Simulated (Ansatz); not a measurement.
# Cs2InAgCl6 (Fm-3m): converging the G0W0 gap

Wanted: a G0W0 gap for Cs2InAgCl6 (Fm-3m) that is converged in bands and cutoff, or an estimate of the limit.

Calculated with Ansatz 0.2.0; G0W0 on LDA, plane waves, PAW.

In doubt: one-shot GW on d or f shells is unsure, so the values of those runs are not to be relied on.

## Step 1: The starting structure

It takes space group Fm-3m (No. 225, cubic). The conventional cell has a = 10.469 Å, b = 10.469 Å, c = 10.469 Å, α = 90.00°, β = 90.00°, γ = 90.00°. Nearest to Cs lie 12 Cl at 3.70 Å. In has 6 Cl at 2.51 Å nearest. Nearest to Ag lie 6 Cl at 2.72 Å. Nearest to Cl lie 1 In at 2.51 Å and 1 Ag at 2.72 Å and 4 Cs at 3.70 Å. Farther neighbours and most contacts between anions are not listed.

The cell and positions come from the Crystallography Open Database and are kept as given unless a step says otherwise. Spin-orbit coupling is left out unless a step names it. The default PAW set here is soft_2. Its files were made with PBE.

## Step 2: 177 empty bands, screening to 42 eV

Now the one-shot GW correction: screening in the RPA, then the self-energy of the levels asked for.

Input file input.yaml:

```yaml
crystal:
  lattice:
    - [0.0, 5.2345, 5.2345]
    - [5.2345, 0.0, 5.2345]
    - [5.2345, 5.2345, 0.0]
  atoms:
    - { symbol: Cs, position: [0.25, 0.25, 0.25] }
    - { symbol: Cs, position: [0.75, 0.75, 0.75] }
    - { symbol: In, position: [0.0, 0.0, 0.0] }
    - { symbol: Ag, position: [0.5, 0.5, 0.5] }
    - { symbol: Cl, position: [0.76021, 0.23979, 0.23979] }
    - { symbol: Cl, position: [0.23979, 0.76021, 0.23979] }
    - { symbol: Cl, position: [0.23979, 0.76021, 0.76021] }
    - { symbol: Cl, position: [0.76021, 0.23979, 0.76021] }
    - { symbol: Cl, position: [0.23979, 0.23979, 0.76021] }
    - { symbol: Cl, position: [0.76021, 0.76021, 0.23979] }
kpoints:
  mp_grid: { grid: [2, 2, 2] }
hamiltonian:
  xc: lda
scf:
  occupations: { method: fixed }
gw:
  n_empty_bands: 177
  ecut_chi: 42
  qp_bands: [v3, c3]
  qp_kpoints: band_edges
  screening: { model: contour_deformation }
```

The run is started by

```bash
> ansatz run input.yaml --threads 3 --pin off --max-ram 92160MiB --backend cuda --events-out ev --progress --plain --runs-dir out --devices 1 --max-vram 13GiB  # rebuilt from the run's record
```

Numbers of over 12 decimals in the logs are rounded to 6 here.

The log of the run:

```text
GPUs: using 1 of 1 available (devices: 1).
Engine: ansatz 0.2.0, x86_64-unknown-linux-gnu
Pseudopotentials: kind: paw
Pseudopotential: Cs, paw, valence charge 9, recommended cutoff 420 eV (normal), Cs.paw.azcp
Pseudopotential: In, paw, valence charge 13, recommended cutoff 420 eV (normal), In.paw.azcp
Pseudopotential: Ag, paw, valence charge 19, recommended cutoff 420 eV (normal), Ag.paw.azcp
Pseudopotential: Cl, paw, valence charge 7, recommended cutoff 420 eV (normal), Cl.paw.azcp
Functional definition: SPW92
  exchange = slater_x
  correlation = pw_c
device memory: the entry about to start is reckoned to put 4.2 GiB on a device that reports 39.0 GiB free (of which the cap on the GPU budget leaves the run 13.0 GiB)
GPU FFT provider: cuFFT
GPU libraries: cuBLAS 13.8.2, cuFFT 12.4.0, cuSOLVER 12.3.4
Crystal: 10 atoms, lattice volume = 286.850 Å³
Basis set: ecut = 420 eV, 5601 PW (Γ)
Bands: 56, of which v1, the nominal top of the filled ones, is band 46 counted from 1 (45 counted from 0)
Symmetry: 48 space group operations
Space group: Fm-3m (ITA 225), of the structure as read, at distance tolerance 6.6e-5 Å
k-points: 3 of 8
Non-local potential: Cs, projectors of the file, l = 0: 3, l = 1: 2, l = 2: 2, l = 3: 2
Non-local potential: In, projectors of the file, l = 0: 2, l = 1: 2, l = 2: 2, l = 3: 2
Non-local potential: Ag, projectors of the file, l = 0: 3, l = 1: 2, l = 2: 2, l = 3: 1
Non-local potential: Cl, projectors of the file, l = 0: 2, l = 1: 2, l = 2: 2
PAW form: soft (Blöchl's): semilocal exchange-correlation on the pseudo side does not see the compensation charge
PAW frozen core: Cs, regenerated for the run's functional, and the local potential with it (the file was generated under x = pbe(κ = 0.804, μ = 0.219515), c = pbe(β = 0.066725))
PAW frozen core: In, regenerated for the run's functional, and the local potential with it (the file was generated under x = pbe(κ = 0.804, μ = 0.219515), c = pbe(β = 0.066725))
PAW frozen core: Ag, regenerated for the run's functional, and the local potential with it (the file was generated under x = pbe(κ = 0.804, μ = 0.219515), c = pbe(β = 0.066725))
PAW frozen core: Cl, regenerated for the run's functional, and the local potential with it (the file was generated under x = pbe(κ = 0.804, μ = 0.219515), c = pbe(β = 0.066725))
PAW one-centre angular grid: Cs, 194 points (default); XC on 64 Gauss nodes
PAW one-centre angular grid: In, 590 points (default); XC on 64 Gauss nodes
PAW one-centre angular grid: Ag, 590 points (default); XC on 64 Gauss nodes
PAW one-centre angular grid: Cl, 110 points (default); XC on 64 Gauss nodes
Initial density: superposition of atomic densities (neutral atoms: chi_scale 0, normalization atom), corrected by the library's trained network
Initial wavefunctions: pseudopotential atomic-orbital guess
GPU buffer pool allocated for 125000 grid points (all kernels)
GPU transforms: local potential and band sums: pruned to the plane-wave sphere, on 50×50×50
Functional: x = slater, c = lda
SCF iter   1: F=—  HF=-30203.227773 eV  |F-HF|=—  |Δ(HF+E_count)|=         —  Δρ=6.97e-3  dr2=1.31e-1  ethr=1.77e-3  ⟨swp⟩=5.0  Hψ=565  notcnv=0  defer=17
preconditioner: auto → Resta (q_TF=auto, 2.257 Å⁻¹)  ε∞=3.6  [insulator: Δε(μ)=0.764 eV  Ē_g=12.542 eV  n_scr=58 (ndim 8)  ℏωp=20.1 eV  f_vac=0.035  ε∞_Penn≈3.6]
SCF iter   2: F=—  HF=-30203.191844 eV  |F-HF|=—  |Δ(HF+E_count)|=   3.59e-2  Δρ=3.15e-3  dr2=2.22e-2  ethr=1.42e-4  ⟨swp⟩=2.0  Hψ=296  notcnv=0  defer=22
SCF iter   3: F=—  HF=-30203.185697 eV  |F-HF|=—  |Δ(HF+E_count)|=   6.15e-3  Δρ=1.05e-3  dr2=2.61e-3  ethr=2.41e-5  ⟨swp⟩=2.3  Hψ=292  notcnv=0  defer=24
SCF iter   4: F=—  HF=-30203.185180 eV  |F-HF|=—  |Δ(HF+E_count)|=   5.17e-4  Δρ=2.81e-4  dr2=2.24e-4  ethr=2.83e-6  ⟨swp⟩=2.0  Hψ=299  notcnv=0  defer=24
SCF iter   5: F=—  HF=-30203.185186 eV  |F-HF|=—  |Δ(HF+E_count)|=   6.09e-6  Δρ=6.39e-5  dr2=1.35e-5  ethr=2.43e-7  ⟨swp⟩=2.0  Hψ=214  notcnv=0  defer=15
SCF iter   6: F=—  HF=-30203.185192 eV  |F-HF|=—  |Δ(HF+E_count)|=   5.51e-6  Δρ=1.47e-5  dr2=1.07e-6  ethr=1.47e-8  ⟨swp⟩=3.0  Hψ=311  notcnv=0  defer=11
SCF iter   7: F=—  HF=-30203.185192 eV  |F-HF|=—  |Δ(HF+E_count)|=   2.13e-8  Δρ=5.02e-6  dr2=1.19e-7  ethr=1.16e-9  ⟨swp⟩=2.0  Hψ=279  notcnv=0  defer=11
SCF iter   8: F=-30203.185192 eV  HF=-30203.185192 eV  |F-HF|=8.62e-10  |Δ(HF+E_count)|=   1.03e-8  Δρ=1.23e-6  dr2=5.84e-9  ethr=1.09e-10  ⟨swp⟩=16.7  Hψ=760  notcnv=0
SCF 1 converged in 8 iterations: F = -30203.185192 eV  dr2 = 5.84e-9
  greatest PAW one-centre occupation: 1.002 electrons in one spin orbital (limit 2), on the Ag atom at site 3 (counted from 0), in its partial waves of l = 0
device memory: the entry about to start is reckoned to put 5.3 GiB (of the 5.3 GiB reckoned in all, the device holds 0.1 GiB already) on a device that reports 38.6 GiB free (of which the cap on the GPU budget leaves the run 12.9 GiB)
NSCF: frozen V_eff on 3 k-points
the band table was solved once the SCF had ended and its energy, with any forces and stress, was formed, with the checks that follow a solve (690 applications of the Hamiltonian). They found nothing against the state; the energy, forces and stress were not computed again (output.eigenvalues in the input reference)
device memory: the entry about to start is reckoned to put 4.3 GiB on a device that reports 38.7 GiB free (of which the cap on the GPU budget leaves the run 13.0 GiB)
NSCF: frozen V_eff on 3 k-points
G₀W₀ screening: q 1/3
[... further progress lines ...]
device memory: the entry about to start is reckoned to put 1.3 GiB on a device that reports 38.6 GiB free (of which the cap on the GPU budget leaves the run 13.0 GiB)
NSCF: frozen V_eff on 1 k-points
device memory: the entry about to start is reckoned to put 1.3 GiB on a device that reports 38.6 GiB free (of which the cap on the GPU budget leaves the run 13.0 GiB)
NSCF: frozen V_eff on 1 k-points
SCF converged after 8 iterations
Free energy (F): -30203.185192 eV
Harris-Foulkes:  -30203.185192 eV  (|F-HF|=8.62e-10)
Internal energy: -30203.185192 eV  (E = F + TS)
E sigma→0 (E₀):  -30203.185192 eV
Fermi energy:    3.881655 eV
--- Per-component energies (eV) ---
  E_band       = -694.908528
  E_kinetic    = 2023.401503
  E_local      = -7609.461684  (includes V_loc(G=0)·N_el)
  E_nonlocal   = 710.133141
  E_hartree    = 3128.816065
  E_xc         = -1374.261770
  E_vxc        = -1312.758952  (∫ρ·V_xc dr)
  E_paw        = -21350.761251  (= ΣΔE_a)
  E_vpaw       = -763.855374  (= ΣTr[D̂ρ^β])
  E_aug_tail   = 0.000893  (compensation charges beyond the density's cutoff)
  E_ewald      = -5733.745495
  E_core_change = 2.693407  (= ΣΔE_core)
  E_smearing   = -0.000000  (= −TS)
  E_closure    = -0.000000  (closes the sum)
  Σ components = -30203.185192   (vs F -30203.185192, Δ=0.00e0)
--- Band table (eV) ---
  k-point 0: bands = [... 42 lower, 2.9985, 2.9985, 3.8817, 3.8817, 4.7634, 8.7429, 8.8880, 8.8880, ... 6 higher]
  k-point 1: bands = [... 42 lower, 2.7888, 2.7888, 3.3152, 3.3152, 6.6723, 7.4939, 9.9815, 10.2059, ... 6 higher]
  k-point 2: bands = [... 42 lower, 2.9269, 2.9269, 2.9809, 3.8780, 7.3409, 9.3126, 10.1160, 10.1308, ... 6 higher]
--- G₀W₀: contour deformation, 7 samples at zero and on the imaginary axis and 2 off it, 8 q-points, 177 empty bands' worth ---
  eigenvalues of the whole cell's RPA ε∞ on this k-mesh (on a slab, of 1 + 4πα/V) = 4.3093, 4.3093, 4.3093; static W/v taken at q = 0 is 0.232056
  bands read: the sum over 223 bands ends inside a degenerate multiplet in 1 slot, whose members it reads at an even weight; the widest, k=1: bands 223 to 224 (counted from 1) at 1/2 each
  gw.qp_kpoints: band_edges: 3 of 3 stored k-points solved, in 1 pass; an edge of the gap read off the rows below is read off those points alone
  `?` marks the rows in doubt; gw_qp.tsv's column doubts and the gw_qp event give each row's grounds
    ik  band        ε_KS         Σx   Σc(E_QP)       V_xc       Z   E_QP_lin       E_QP  E_QP is
     0    44      2.9985   -21.2619     3.5969   -16.9818  0.7554     2.3022     2.3153  root
     0    45      3.8817   -28.4710     3.9008   -24.1628  0.7559     3.4701     3.4743  root
     0    46      3.8817   -28.4710     3.9008   -24.1628  0.7559     3.4701     3.4743  root
     0    47      4.7634   -10.0366    -3.3398   -14.8159  0.7984     6.2546     6.2029  root
     0    48      8.7429    -4.7188    -3.6190    -9.4271  0.8213     9.8611     9.8322  root
     0    49      8.8880    -6.1850    -3.6947   -11.1289  0.8061    10.1819    10.1371  root
     1    44      2.7888   -21.1377     3.5058   -16.9855  0.7552     2.1308     2.1425  root
     1    45      3.3152   -27.8048     4.1564   -23.1501  0.7470     2.8098     2.8169  root
     1    46      3.3152   -27.8048     4.1564   -23.1501  0.7470     2.8098     2.8169  root
     1    47      6.6723   -11.4236    -3.3461   -16.3316  0.7869     8.3145     8.2342  root
     1    48      7.4939    -8.8548    -3.9005   -14.1872  0.7862     8.9887     8.9257  root
     1    49      9.9815    -4.9846    -3.6843    -9.8644  0.8169    11.2146    11.1771  root
     2    44      2.9269   -26.2388     4.2995   -21.2499  0.7451     2.2229     2.2376  root
     2    45      2.9809   -21.2024     3.5869   -16.9320  0.7554     2.2842     2.2975  root
     2    46      3.8780   -28.4642     3.8889   -24.1714  0.7562     3.4699     3.4740  root
     2    47      7.3409   -13.6975    -3.1072   -18.3301  0.7871     8.9368     8.8664  root
     2    48      9.3126   -10.9479    -4.3135   -16.8495  0.7587    11.0086    10.9008  root ?
     2    49     10.1160    -5.5394    -3.5929   -10.3511  0.8144    11.3735    11.3348  root
```

Wall time 7.2 s (1 × NVIDIA H100 80GB HBM3 (shared by 6 runs) with 3 threads of AMD EPYC 7R13 (Zen 3), shared host); peak memory 1.2 GiB; 10 s of CPU time.

In the SCF lines HF is the Harris–Foulkes energy and dr2 the Hartree energy of the density residual, in eV; the loop may stop once dr2 is under the threshold and the program's other checks hold. Hψ counts applications of the Hamiltonian.

Numbers from this step:

| Item | Value |
| --- | --- |
| bands summed | 223 |
| RPA ε∞ on this mesh (eigenvalues) | 4.309, 4.309, 4.309 |
| plane waves in the screening matrix | 169 |
| q-points in the mesh | 8 |
| G0W0 gap on the mesh | 2.729 eV |
| k of the valence top | 0, 0, 0 |
| k of the conduction bottom | 0, 0, 0 |
| starting gap on the mesh | 0.8817 eV |
| Z at the valence top | 0.7559 |
| Z at the conduction bottom | 0.7984 |
| least direct G0W0 gap on the computed points | 2.729 eV |

The gap on the mesh goes from 0.88 eV to 2.73 eV, a correction of +1.85 eV. Between the two edge states, bare exchange in place of the xc potential would open the gap by 9.09 eV, and correlation takes back 7.24 eV.

## Step 3: 501 empty bands, screening to 84 eV

Another rung: the empty bands reach about as high as the screening cutoff, so the two stay in balance.

input.yaml: that of step 2 with these lines changed.

```diff
@@ -23,4 +23,4 @@
 gw:
-  n_empty_bands: 177
-  ecut_chi: 42
+  n_empty_bands: 501
+  ecut_chi: 84
   qp_bands: [v3, c3]
```

The log of the run:

```text
GPUs: using 1 of 1 available (devices: 1).
[...]
GPU FFT provider: cuFFT
GPU libraries: cuBLAS 13.8.2, cuFFT 12.4.0, cuSOLVER 12.3.4
Crystal: 10 atoms, lattice volume = 286.850 Å³
Basis set: ecut = 420 eV, 5601 PW (Γ)
Bands: 56, of which v1, the nominal top of the filled ones, is band 46 counted from 1 (45 counted from 0)
Symmetry: 48 space group operations
[...]
k-points: 3 of 8
[...]
GPU buffer pool allocated for 125000 grid points (all kernels)
[...]
SCF iter   1: F=—  HF=-30203.227773 eV  |F-HF|=—  |Δ(HF+E_count)|=         —  Δρ=6.97e-3  dr2=1.31e-1  ethr=1.77e-3  ⟨swp⟩=5.0  Hψ=565  notcnv=0  defer=17
[...]
SCF iter   8: F=-30203.185192 eV  HF=-30203.185192 eV  |F-HF|=8.62e-10  |Δ(HF+E_count)|=   1.03e-8  Δρ=1.23e-6  dr2=5.84e-9  ethr=1.09e-10  ⟨swp⟩=16.7  Hψ=760  notcnv=0
SCF 1 converged in 8 iterations: F = -30203.185192 eV  dr2 = 5.84e-9
[...]
NSCF: frozen V_eff on 3 k-points
[...]
G₀W₀ screening: q 1/3
[... further progress lines ...]
[...]
SCF converged after 8 iterations
Free energy (F): -30203.185192 eV
[...]
Internal energy: -30203.185192 eV  (E = F + TS)
E sigma→0 (E₀):  -30203.185192 eV
Fermi energy:    3.881655 eV
[...]
--- Band table (eV) ---
  k-point 0: bands = [... 42 lower, 2.9985, 2.9985, 3.8817, 3.8817, 4.7634, 8.7429, 8.8880, 8.8880, ... 6 higher]
  k-point 1: bands = [... 42 lower, 2.7888, 2.7888, 3.3152, 3.3152, 6.6723, 7.4939, 9.9815, 10.2059, ... 6 higher]
  k-point 2: bands = [... 42 lower, 2.9269, 2.9269, 2.9809, 3.8780, 7.3409, 9.3126, 10.1160, 10.1308, ... 6 higher]
[...]
0    44      2.9985   -21.2619     3.3142   -16.9818  0.7487     2.0063     2.0326  root
     0    45      3.8817   -28.4710     3.6837   -24.1628  0.7477     3.2468     3.2572  root
     0    46      3.8817   -28.4710     3.6837   -24.1628  0.7477     3.2468     3.2572  root
     0    47      4.7634   -10.0366    -3.7294   -14.8159  0.7934     5.8353     5.8132  root
     0    48      8.7429    -4.7188    -3.7822    -9.4271  0.8197     9.6885     9.6690  root
     0    49      8.8880    -6.1850    -3.9649   -11.1289  0.8043     9.8912     9.8669  root
     1    44      2.7888   -21.1377     3.2301   -16.9855  0.7484     1.8420     1.8668  root
     1    45      3.3152   -27.8048     3.9390   -23.1501  0.7396     2.5838     2.5996  root
[...]
2    46      3.8780   -28.4642     3.6729   -24.1714  0.7479     3.2478     3.2580  root
     2    47      7.3409   -13.6975    -3.5255   -18.3301  0.7698     8.4533     8.4480  root
     2    48      9.3126   -10.9479    -4.7312   -16.8495  0.7628    10.5466    10.4831  root
     2    49     10.1160    -5.5394    -3.8112   -10.3511  0.8115    11.1397    11.1165  root
```

Elapsed: 8.2 s, on 1 × NVIDIA H100 80GB HBM3 (shared by 6 runs) with 3 threads; peak memory 1.5 GiB.

Numbers from this step:

* bands summed: 547
* RPA ε∞ on this mesh (eigenvalues): 4.300, 4.300, 4.300
* plane waves in the screening matrix: 531
* q-points in the mesh: 8
* G0W0 gap on the mesh: 2.555 eV
* k of the valence top: 0, -0.5, -0.5
* k of the conduction bottom: 0, 0, 0
* starting gap on the mesh: 0.8817 eV
* Z at the valence top: 0.7479
* Z at the conduction bottom: 0.7934
* least direct G0W0 gap on the computed points: 2.556 eV

Against the run with 2×2×2 mesh, 177 empty bands, screening to 42 eV, the gap moves by −0.17 eV.

## Step 4: 1078 empty bands, screening to 140 eV

input.yaml: that of step 3 with these lines changed.

```diff
@@ -23,4 +23,4 @@
 gw:
-  n_empty_bands: 501
-  ecut_chi: 84
+  n_empty_bands: 1078
+  ecut_chi: 140.0
   qp_bands: [v3, c3]
```

The log of the run:

```text
GPUs: using 1 of 1 available (devices: 1).
[...]
GPU FFT provider: cuFFT
GPU libraries: cuBLAS 13.8.2, cuFFT 12.4.0, cuSOLVER 12.3.4
Crystal: 10 atoms, lattice volume = 286.850 Å³
Basis set: ecut = 420 eV, 5601 PW (Γ)
Bands: 56, of which v1, the nominal top of the filled ones, is band 46 counted from 1 (45 counted from 0)
Symmetry: 48 space group operations
[...]
k-points: 3 of 8
[...]
2    45      2.9809   -21.2024     3.0777   -16.9320  0.7457     1.7461     1.7883  root
     2    46      3.8780   -28.4642     3.4613   -24.1714  0.7442     3.0250     3.0464  root
     2    47      7.3409   -13.6975    -3.7758   -18.3301  0.7622     8.1871     8.1977  root
     2    48      9.3126   -10.9479    -4.9578   -16.8495  0.7647    10.3013    10.2565  root
     2    49     10.1160    -5.5394    -3.9224   -10.3511  0.8105    11.0260    11.0053  root ?
[key lines of the parts left out:]
SCF converged after 8 iterations
Free energy (F): -30203.185192 eV
Fermi energy:    3.881655 eV
```

The job ended after 15 s (1 × NVIDIA H100 80GB HBM3 (shared by 6 runs) with 3 threads; peak memory 2.2 GiB).

Numbers from this step:

| Item | Value |
| --- | --- |
| bands summed | 1124 |
| RPA ε∞ on this mesh (eigenvalues) | 4.290, 4.290, 4.290 |
| plane waves in the screening matrix | 1067 |
| G0W0 gap on the mesh | 2.563 eV |
| k of the valence top | 0, -0.5, -0.5 |
| k of the conduction bottom | 0, 0, 0 |
| starting gap on the mesh | 0.8817 eV |
| least direct G0W0 gap on the computed points | 2.564 eV |

Against the run with 2×2×2 mesh, 501 empty bands, screening to 84 eV, the gap moves by +0.008 eV.

(Part 1 of 2 ends here.)

[Paths, hosts, dates, memory and timing lines, banners, echoed tables and standing remarks are left out of the program output.]

[Logs are printed without paths, hosts, clocks, repeated set-up lines and the standing remarks that a program may print on its own settings, such as how far it seeks lower states.]

[Runs of the session that timed out or met a known fault of the program may be left out.]

[Cells called generated may have been cut or substituted from an entry of the Crystallography Open Database or the Materials Project.]

[Hosts, paths, dates, database ids (printed as entryN), source tags and the programs' standing remarks are cut or masked in the printed files.]
